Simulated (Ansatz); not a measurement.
# Ag wire along [110], 8 atoms a period: bands by functional and under strain, part 2 of 4

Aim: is the Ag wire along [110], 8 atoms a period a metal or a semiconductor?

Ansatz 0.2.0; DFT PBE, plane waves, PAW; relaxation of a wire's period (the session's first sound run).

So far. Step 2 (Relaxing the period): The cell's length comes to 2.820 Å with spin left out.

## 3. The wire at its relaxed period

This step: DFT PBE, plane waves, PAW; channels and complex bands of a perfect wire (Ansatz 0.2.0).

At the relaxed period the Bloch states of the perfect wire are found at each energy: those that move forward count the open channels, and those that decay describe how a disturbance dies away inside the wire itself. An energy step of 0.035 eV is under the 0.039 eV that the program asks for its thermal average at 300 K.

input.yaml

```yaml
crystal:
  lattice:
    - [10.95, 0.0, 0.0]
    - [0.0, 12.669, 0.0]
    - [0.0, 0.0, 2.8200648883]
  atoms:
    - { symbol: Ag, position: [0.30308833, 0.717678168, 0.0] }
    - { symbol: Ag, position: [0.315114333, 0.5, 0.0] }
    - { symbol: Ag, position: [0.69691167, 0.717678168, 0.0] }
    - { symbol: Ag, position: [0.684885667, 0.5, 0.0] }
    - { symbol: Ag, position: [0.5, 0.376525804, 0.5] }
    - { symbol: Ag, position: [0.5, 0.623474196, 0.5] }
    - { symbol: Ag, position: [0.30308833, 0.282321832, 0.0] }
    - { symbol: Ag, position: [0.69691167, 0.282321832, 0.0] }
kpoints:
  mp_grid: { grid: [1, 1, 29] }
  band_path: { path: ["Γ", Z], npoints: 50 }
scf:
  occupations: { method: fermi_dirac, width: 0.05 }
hamiltonian:
  xc: pbe
output:
  transmission:
    e_range: [-2, 2]
    de: 0.035
    kmesh: [1, 1]
    reduced_basis: true
    leads: [[0, 0]]
  dos: { e_range: [-5, 4] }
  write_potential: true
  write_density: true
  volumetric_format: npy
  elf: true
```

Command:

```console
> ansatz run input.yaml --threads 8 --pin off --max-ram 16384MiB --backend cpu --events-out ev --progress --plain --runs-dir out
```

Numbers of over 12 decimals in the logs are rounded to 6 here.

What it wrote:

```text
[...]
Crystal: 8 atoms, lattice volume = 391.215 Å³
Basis set: ecut = 420 eV, 7687 PW (Γ)
Bands: 92, of which v1, the nominal top of the filled ones, is band 76 counted from 1 (75 counted from 0)
Symmetry: 8 space group operations
[...]
k-points: 15 of 29
[...]
SCF iter   1: F=—  HF=-60720.100692 eV  |F-HF|=—  |Δ(HF+E_count)|=         —  Δρ=1.66e-3  dr2=4.58e-2  ethr=1.77e-3  ⟨swp⟩=6.5  Hψ=5362  notcnv=0  defer=16
[...]
SCF iter   8: F=-60720.101367 eV  HF=-60720.101367 eV  |F-HF|=7.03e-9  |Δ(HF+E_count)|=   2.00e-8  Δρ=1.48e-6  dr2=7.23e-9  ethr=6.58e-11  ⟨swp⟩=11.4  Hψ=4780  notcnv=0
SCF 1 converged in 8 iterations: F = -60720.101367 eV  dr2 = 7.23e-9
[...]
NSCF: frozen V_eff on 51 k-points
transmission: 4 of 24 steps passed
transmission: 8 of 24 steps passed
[...]
transmission: 24 of 24 steps passed
WARN: The output density's exchange-correlation potential varies sharply where the density is thin. Do not read a vacuum level from v_tot or v_xc, or from such a field of the output density. On a cell that repeats whose density bears no net charge and no dipole along the vacuum's axis use v_es (v_loc + v_h of the components); under efield.dipole_correction with no amplitude use v_es + v_field, which holds any externa [...]
SCF converged after 8 iterations
Free energy (F): -60720.101367 eV
[...]
Internal energy: -60720.078795 eV  (E = F + TS)
E sigma→0 (E₀):  -60720.090081 eV
Entropy (-TS):   -0.022571 eV (-2.821 meV/atom)
Fermi energy:    3.442835 eV
[...]
--- Band table (eV; the first three rows and the last of 15) ---
  k-point 0: bands = [... 72 lower, 0.4956, 0.5706, 0.6199, 1.1479, 2.2094, 3.0503, 3.6037, 3.8878, ... 12 higher]
  k-point 1: bands = [... 72 lower, 0.4818, 0.5548, 0.6262, 1.1990, 2.2400, 3.0826, 3.6290, 3.9174, ... 12 higher]
  k-point 2: bands = [... 72 lower, 0.4432, 0.5288, 0.6560, 1.3289, 2.3287, 3.1768, 3.7035, 4.0045, ... 12 higher]
  k-point 14: bands = [... 72 lower, 3.5609, 4.3283, 4.4107, 4.7489, 5.5663, 6.0295, 6.4258, 6.6113, ... 12 higher]
--- Transmission ---
  basis      : 1215 plane waves across, 4 finite elements along
  points     : 1, standing for a mesh of 1 x 1
  filling    : by the input's occupations and mesh, since the crystals that have channels conduct as metals do. If one of these is a semiconductor, that mesh has misplaced its level
  energies   : 115 from -2.000000 to 1.990000 eV about the Fermi level, 0.035000 eV apart; the leads are filled to 0.000000 eV, and channels, transmission and decay are at -0.005000 eV
  crystal 0  : Ag8, at the sites [0, 0], period 2.8201 Å: whole cells are its period
    offset         : up to 0.0000 Å between an atom of the period and one for which it stands
    filled         : 0.4 meV under the level at which it is neutral
    channels       : 6.000000e0 a spin
    conductance    : 3.3522e14 S/m² at 300 K; may be off by some 0.0 % by where its bands' edges are placed, 0.0 % from the distance to neutral
```

The job ended after 3.9 min (8 threads of Arm Neoverse V2, shared host; peak memory 4.3 GiB).

Reading the cycles: dr2 is the Hartree energy of the density residual (eV), the measure of convergence; HF is the Harris–Foulkes estimate of the energy, which meets the free energy F at convergence.

Numbers from this step:

```yaml
energy_at_zero_smearing: -60720.0901 eV
channels_at_the_energy_nearest_the_fermi_level_one_spin: 6
conductance_of_the_lead_as_this_run_defines_it: 6.002 G₀
band_gap: 0 eV
```

Table of open channels of the lead, one spin by energy, zero at the Fermi level:

```
energy (eV)  open channels of the lead, one spin
      -2.00                                    4
      -1.90                                    4
      -1.79                                    4
      -1.69                                    4
      -1.58                                    4
      -1.48                                    4
      -1.37                                    4
      -1.23                                    5
      -1.12                                    5
      -1.02                                    5
      -0.92                                    5
      -0.81                                    5
      -0.70                                    5
      -0.60                                    5
      -0.49                                    5
      -0.39                                    6
      -0.28                                    6
      -0.18                                    6
      -0.07                                    6
      -0.01                                    6
       0.07                                    6
       0.17                                    7
       0.28                                    7
       0.38                                    7
       0.48                                    7
       0.59                                    8
       0.69                                    8
       0.80                                    8
       0.91                                    8
       1.01                                    8
       1.11                                    7
       1.22                                    7
       1.36                                    7
       1.47                                    7
       1.57                                    7
       1.68                                    8
       1.78                                    8
       1.89                                    9
       1.99                                   11
```

The slowest values at each energy, most degenerate partners merged, listed up to 1.5 1/Å. Im kz of the slowest decaying states against energy, zero at the Fermi level:

```
energy (eV)  decay 1 (Å⁻¹)  decay 2 (Å⁻¹)  decay 3 (Å⁻¹)  decay 4 (Å⁻¹)
    -2.0000          0.313          0.315          0.335          0.394
    -1.7550          0.281          0.376          0.392          0.395
    -1.5100          0.217          0.377          0.423          0.428
    -1.2650         0.0771          0.350          0.425          0.450
    -0.9850          0.303          0.415          0.439          0.475
    -0.7400          0.241          0.393          0.418          0.465
    -0.4950          0.135          0.354          0.388          0.452
    -0.2500          0.292          0.345          0.436          0.453
    -0.0050          0.192          0.286          0.416          0.437
     0.2400          0.198          0.392          0.418          0.418
     0.4850        0.00563          0.363          0.386          0.396
     0.7650          0.323          0.341          0.365          0.389
     1.0100          0.280          0.289          0.332          0.351
     1.2550         0.0658          0.220          0.223          0.292
     1.5000         0.0879          0.103          0.139          0.241
     1.7450         0.0169         0.0989          0.151          0.169
```

The electronic bands at the labelled points (eV, zero at the Fermi level):

```
  point  band 73  band 74  band 75  band 76  band 77  band 78  band 79  band 80
      Γ    -2.95    -2.87    -2.82    -2.29    -1.23    -0.39     0.16     0.44
halfway    -2.92    -2.36    -1.97    -0.84     0.04     0.99     1.32     1.76
      Z     0.44     0.56     1.03     1.55     1.88     2.70     3.05     3.10
```

Valence density in the cb plane at fractional x = 0.303, with atoms of Ag within 0.2 Å of it. It is the smooth field of the valence electrons, not physical close to the nuclei.

Ten even steps from '_' (0 e/Å³) to '@' (19 e/Å³), each cell a mean:
```
______________________________
______________________________
______________________________
______________________________
______________________________
----::..________________..::--
@@%%**--..____________..--**%%
++==::..________________..::==
______________________________
______________________________
::....____________________....
%%##++::..____________..::++##
**++--..________________..--++
______________________________
______________________________
....________________________..
##**==::________________::==**
%%##++::..____________..::++##
....________________________..
______________________________
______________________________
______________________________
______________________________
______________________________
```
Columns run along c (2.8 Å), rows up along b (12.7 Å). Atoms in or near the plane, at fractional coordinates: Ag at (0.00, 0.72), Ag at (0.00, 0.50), Ag at (0.00, 0.28).

ELF in the cb plane at fractional x = 0.303, with atoms of Ag within 0.2 Å of it. It is the smooth field of the valence electrons, not physical close to the nuclei.

Values, 24 rows by 15 columns, each cell a mean:
```
0.00 0.00 0.00 0.00 0.00 0.00 0.00 0.00 0.00 0.00 0.00 0.00 0.00 0.00 0.00
0.03 0.03 0.03 0.02 0.02 0.02 0.02 0.02 0.02 0.02 0.02 0.02 0.02 0.03 0.03
0.07 0.07 0.07 0.07 0.06 0.06 0.06 0.06 0.06 0.06 0.06 0.06 0.07 0.07 0.07
0.12 0.12 0.12 0.12 0.12 0.12 0.11 0.11 0.11 0.11 0.12 0.12 0.12 0.12 0.12
0.25 0.24 0.23 0.20 0.18 0.17 0.16 0.16 0.16 0.16 0.17 0.18 0.20 0.23 0.24
0.56 0.54 0.50 0.42 0.32 0.23 0.19 0.18 0.18 0.19 0.23 0.32 0.42 0.50 0.54
0.82 0.78 0.67 0.56 0.43 0.29 0.19 0.18 0.18 0.19 0.29 0.43 0.56 0.67 0.78
0.62 0.60 0.54 0.45 0.33 0.22 0.18 0.18 0.18 0.18 0.22 0.33 0.45 0.54 0.60
0.29 0.28 0.25 0.22 0.19 0.18 0.18 0.18 0.18 0.18 0.18 0.19 0.22 0.25 0.28
0.19 0.19 0.18 0.17 0.17 0.16 0.16 0.16 0.16 0.16 0.16 0.17 0.17 0.18 0.19
0.47 0.45 0.41 0.34 0.25 0.19 0.16 0.16 0.16 0.16 0.19 0.25 0.34 0.41 0.45
0.77 0.73 0.64 0.54 0.42 0.28 0.19 0.17 0.17 0.19 0.28 0.42 0.54 0.64 0.73
0.68 0.65 0.58 0.49 0.37 0.25 0.18 0.16 0.16 0.18 0.25 0.37 0.49 0.58 0.65
0.33 0.32 0.29 0.24 0.20 0.17 0.16 0.16 0.16 0.16 0.17 0.20 0.24 0.29 0.32
0.18 0.18 0.18 0.17 0.17 0.17 0.17 0.17 0.17 0.17 0.17 0.17 0.17 0.18 0.18
0.41 0.39 0.35 0.29 0.22 0.18 0.18 0.18 0.18 0.18 0.18 0.22 0.29 0.35 0.39
0.74 0.70 0.62 0.52 0.39 0.26 0.18 0.18 0.18 0.18 0.26 0.39 0.52 0.62 0.70
0.76 0.72 0.64 0.54 0.41 0.28 0.19 0.18 0.18 0.19 0.28 0.41 0.54 0.64 0.72
0.44 0.42 0.38 0.32 0.25 0.20 0.18 0.17 0.17 0.18 0.20 0.25 0.32 0.38 0.42
0.18 0.18 0.17 0.16 0.15 0.15 0.14 0.14 0.14 0.14 0.15 0.15 0.16 0.17 0.18
0.10 0.10 0.10 0.10 0.10 0.09 0.09 0.09 0.09 0.09 0.09 0.10 0.10 0.10 0.10
0.05 0.05 0.05 0.05 0.05 0.04 0.04 0.04 0.04 0.04 0.04 0.05 0.05 0.05 0.05
0.01 0.01 0.01 0.01 0.01 0.01 0.01 0.01 0.01 0.01 0.01 0.01 0.01 0.01 0.01
0.00 0.00 0.00 0.00 0.00 0.00 0.00 0.00 0.00 0.00 0.00 0.00 0.00 0.00 0.00
```
Columns run along c (2.8 Å), rows up along b (12.7 Å). Atoms in or near the plane, at fractional coordinates: Ag at (0.00, 0.72), Ag at (0.00, 0.50), Ag at (0.00, 0.28).

Electrostatic potential energy in the cb plane at fractional x = 0.303, with atoms of Ag within 0.2 Å of it. With pseudopotentials it is smooth inside the atoms' cores, unlike the true potential.

Values in eV, 24 rows by 15 columns, each cell a mean:
```
  7   7   7   7   7   7   7   7   7   7   7   7   7   7   7
  7   7   7   7   7   7   7   7   7   7   7   7   7   7   7
  7   7   7   7   7   7   7   7   7   7   7   7   7   7   7
  6   6   6   6   6   7   7   7   7   7   7   6   6   6   6
 -3  -2  -1   2   4   5   6   6   6   6   5   4   2  -1  -2
-28 -27 -23 -17  -8  -1   3   4   4   3  -1  -8 -17 -23 -27
-36 -36 -35 -29 -20  -8   0   3   3   0  -8 -20 -29 -35 -36
-31 -30 -26 -20 -11  -2   3   4   4   3  -2 -11 -20 -26 -30
 -7  -6  -4   0   3   5   6   6   6   6   5   3   0  -4  -6
  0   0   2   3   5   6   6   7   7   6   6   5   3   2   0
-22 -21 -17 -11  -4   1   4   5   5   4   1  -4 -11 -17 -21
-36 -36 -34 -27 -18  -7   1   3   3   1  -7 -18 -27 -34 -36
-34 -33 -30 -23 -14  -4   2   4   4   2  -4 -14 -23 -30 -33
-12 -11  -8  -4   1   4   5   6   6   5   4   1  -4  -8 -11
  2   2   3   4   5   6   6   7   7   6   6   5   4   3   2
-17 -16 -12  -7  -1   3   5   6   6   5   3  -1  -7 -12 -16
-35 -35 -32 -26 -17  -6   1   4   4   1  -6 -17 -26 -32 -35
-36 -35 -33 -27 -18  -7   1   3   3   1  -7 -18 -27 -33 -35
-19 -17 -14  -8  -2   2   4   5   5   4   2  -2  -8 -14 -17
  2   3   3   4   5   6   6   7   7   6   6   5   4   3   3
  6   6   7   7   7   7   7   7   7   7   7   7   7   7   6
  7   7   7   7   7   7   7   7   7   7   7   7   7   7   7
  7   7   7   7   7   7   7   7   7   7   7   7   7   7   7
  7   7   7   7   7   7   7   7   7   7   7   7   7   7   7
```
Columns run along c (2.8 Å; values clipped at the 3rd and 97th percentile), rows up along b (12.7 Å). Atoms in or near the plane, at fractional coordinates: Ag at (0.00, 0.72), Ag at (0.00, 0.50), Ag at (0.00, 0.28).

By hand: the program gives 3.3522 × 10^14 S/m² over the cell's cross-section of 138.73 Å² = 1.387 × 10^-18 m², so one cell conducts 4.650 × 10^-4 S. Divided by G0 = 2e²/h = 7.748 × 10^-5 S this is 6.00 G0, a resistance of 2.15 kΩ.

At the computed energy nearest the Fermi level there are 6 channels a spin, and the thermal average gives 6.00 G₀.

## 4. Levels at the same atoms, level LDA, cutoff 420 eV

This step: DFT LDA, plane waves, PAW; bands of a perfect wire at the PBE geometry (Ansatz 0.2.0).

The atoms stay at the PBE geometry and the functional changes. At fixed atoms LDA and the gradient-corrected functionals usually give like bands; this run checks that. Against the first PBE run of this kind, the mesh along the wire has 22 points against 29.

input.yaml, the sections that differ from step 3:

```yaml
kpoints:
  mp_grid: { grid: [1, 1, 22] }
  band_path: { path: ["Γ", Z], npoints: 50 }
hamiltonian:
  xc: lda
# crystal, scf: as in step 3
# output: removed
```

What it wrote:

```text
[...]
Crystal: 8 atoms, lattice volume = 391.215 Å³
Basis set: ecut = 420 eV, 7687 PW (Γ)
Bands: 92, of which v1, the nominal top of the filled ones, is band 76 counted from 1 (75 counted from 0)
Symmetry: 8 space group operations
[...]
k-points: 12 of 22
[...]
SCF iter   1: F=—  HF=-59658.493019 eV  |F-HF|=—  |Δ(HF+E_count)|=         —  Δρ=8.17e-3  dr2=2.59e-1  ethr=1.77e-3  ⟨swp⟩=6.4  Hψ=4262  notcnv=0  defer=22
[...]
SCF iter   8: F=-59658.424048 eV  HF=-59658.424048 eV  |F-HF|=3.27e-8  |Δ(HF+E_count)|=   5.34e-8  Δρ=3.23e-6  dr2=5.75e-8  ethr=6.58e-11  ⟨swp⟩=11.7  Hψ=3923  notcnv=0
SCF 1 converged in 8 iterations: F = -59658.424048 eV  dr2 = 5.75e-8
[...]
SCF converged after 8 iterations
Free energy (F): -59658.424048 eV
[...]
Internal energy: -59658.400188 eV  (E = F + TS)
E sigma→0 (E₀):  -59658.412118 eV
Entropy (-TS):   -0.023859 eV (-2.982 meV/atom)
Fermi energy:    2.979620 eV
[...]
--- Band table (eV; the first three rows and the last of 12) ---
  k-point 0: bands = [... 72 lower, 0.1915, 0.2652, 0.3154, 0.7444, 1.8160, 2.6400, 3.1961, 3.4861, ... 12 higher]
  k-point 1: bands = [... 72 lower, 0.1672, 0.2387, 0.3186, 0.8336, 1.8692, 2.6962, 3.2398, 3.5376, ... 12 higher]
  k-point 2: bands = [... 72 lower, 0.1027, 0.2091, 0.3585, 1.0385, 2.0186, 2.8571, 3.3664, 3.6869, ... 12 higher]
  k-point 11: bands = [... 72 lower, 3.4879, 3.5967, 4.0585, 4.5658, 4.9015, 5.7236, 6.0677, 6.0896, ... 12 higher]
```

It took 10 s on 8 threads; peak memory 1.8 GiB.

This step gave:

```
energy at zero smearing : -59658.4121 eV
```

Electronic bands along the path, in eV, zero at the Fermi level:

```
  point  band 73  band 74  band 75  band 76  band 77  band 78  band 79  band 80
      Γ    -2.79    -2.71    -2.66    -2.24    -1.16    -0.34     0.22     0.51
halfway    -2.77    -2.30    -1.91    -0.80     0.10     1.04     1.37     1.82
      Z     0.51     0.62     1.08     1.59     1.92     2.74     3.09     3.11
```

Bands cross the Fermi level, as under PBE at the relaxed period.

## 5. Levels at the same atoms, level PBEsol, cutoff 420 eV

This step: DFT PBEsol, plane waves, PAW; bands of a perfect wire at the PBE geometry (Ansatz 0.2.0).

The atoms stay at the PBE geometry and the functional changes. At fixed atoms LDA and the gradient-corrected functionals usually give like bands; this run checks that. Against the first PBE run of this kind, the mesh along the wire has 22 points against 29.

input.yaml, as its differences from that of step 4:

```diff
@@ -20,2 +20,2 @@
 hamiltonian:
-  xc: lda
+  xc: pbesol
```

What it wrote:

```text
[...]
Crystal: 8 atoms, lattice volume = 391.215 Å³
Basis set: ecut = 420 eV, 7687 PW (Γ)
Bands: 92, of which v1, the nominal top of the filled ones, is band 76 counted from 1 (75 counted from 0)
Symmetry: 8 space group operations
[...]
k-points: 12 of 22
[...]
--- Band table (eV; the first three rows and the last of 12) ---
  k-point 0: bands = [... 72 lower, 0.4445, 0.5187, 0.5688, 1.0243, 2.1030, 2.9342, 3.5015, 3.7902, ... 12 higher]
  k-point 1: bands = [... 72 lower, 0.4203, 0.4917, 0.5752, 1.1141, 2.1564, 2.9904, 3.5454, 3.8417, ... 12 higher]
  k-point 2: bands = [... 72 lower, 0.3565, 0.4622, 0.6230, 1.3210, 2.3065, 3.1515, 3.6725, 3.9910, ... 12 higher]
  k-point 11: bands = [... 72 lower, 3.7647, 3.8723, 4.3179, 4.8535, 5.1792, 5.9892, 6.3470, 6.4191, ... 12 higher]
[key lines of the parts left out:]
SCF converged after 8 iterations
Free energy (F): -60172.237860 eV
Fermi energy:    3.269414 eV
```

It took 10 s on 8 threads; peak memory 1.8 GiB; 80 s of CPU time.

Electronic bands along the path, in eV, zero at the Fermi level:

```
  point  band 73  band 74  band 75  band 76  band 77  band 78  band 79  band 80
      Γ    -2.82    -2.75    -2.70    -2.25    -1.17    -0.34     0.23     0.52
halfway    -2.81    -2.30    -1.92    -0.79     0.11     1.05     1.39     1.84
      Z     0.50     0.60     1.05     1.58     1.91     2.72     3.08     3.15
```

Bands cross the Fermi level, as under PBE at the relaxed period.

## 6. Another level of theory, level r2SCAN, cutoff 500 eV

This step: DFT r2SCAN, plane waves, PAW; bands of a perfect wire at the PBE geometry (Ansatz 0.2.0).

The atoms stay at the PBE geometry and the functional changes. r2SCAN also reads the kinetic-energy density; it often gives larger moments and wider gaps than PBE, at a higher cost. Against the first PBE run of this kind, the cutoff is 500 eV against 420 and the mesh along the wire has 22 points against 29.

input.yaml, as its differences from that of step 5:

```diff
@@ -20,2 +20,2 @@
 hamiltonian:
-  xc: pbesol
+  xc: r2scan
```

What it wrote:

```text
[...]
Crystal: 8 atoms, lattice volume = 391.215 Å³
Basis set: ecut = 500 eV, 9931 PW (Γ), exchange–correlation on 320×384×96 points (64 copies of the dense FFT grid, shifted against one another)
Bands: 92, of which v1, the nominal top of the filled ones, is band 76 counted from 1 (75 counted from 0)
Symmetry: 8 space group operations
[...]
k-points: 12 of 22
[...]
--- Band table (eV; the first three rows and the last of 12) ---
  k-point 0: bands = [... 72 lower, 0.1866, 0.2698, 0.3196, 1.0817, 2.1948, 3.0457, 3.6645, 3.9509, ... 12 higher]
  k-point 1: bands = [... 72 lower, 0.1644, 0.2473, 0.3624, 1.1633, 2.2486, 3.1023, 3.7091, 4.0032, ... 12 higher]
  k-point 2: bands = [... 72 lower, 0.1736, 0.2189, 0.4814, 1.3672, 2.4021, 3.2656, 3.8391, 4.1554, ... 12 higher]
  k-point 11: bands = [... 72 lower, 3.9538, 4.0657, 4.6043, 5.1213, 5.4285, 6.2873, 6.6724, 6.6724, ... 12 higher]
[key lines of the parts left out:]
SCF converged after 8 iterations
Free energy (F): -60826.317635 eV
Fermi energy:    3.441788 eV
```

The job ended after 17 s (8 threads; peak memory 2.8 GiB).

Electronic bands along the path, in eV, zero at the Fermi level:

```
  point  band 73  band 74  band 75  band 76  band 77  band 78  band 79  band 80
      Γ    -3.26    -3.17    -3.12    -2.36    -1.25    -0.40     0.22     0.51
halfway    -3.22    -2.43    -2.04    -0.85     0.09     1.03     1.43     1.87
      Z     0.51     0.62     1.16     1.68     1.99     2.85     3.23     3.23
```

Bands cross the Fermi level, as under PBE at the relaxed period.

(Part 2 of 4 ends here.)

[Logs are printed without paths, hosts, clocks, repeated set-up lines and the standing remarks that a program may print on its own settings, such as how far it seeks lower states.]

[Hosts, paths, dates, database ids (printed as entryN), source tags and the programs' standing remarks are cut or masked in the printed files.]
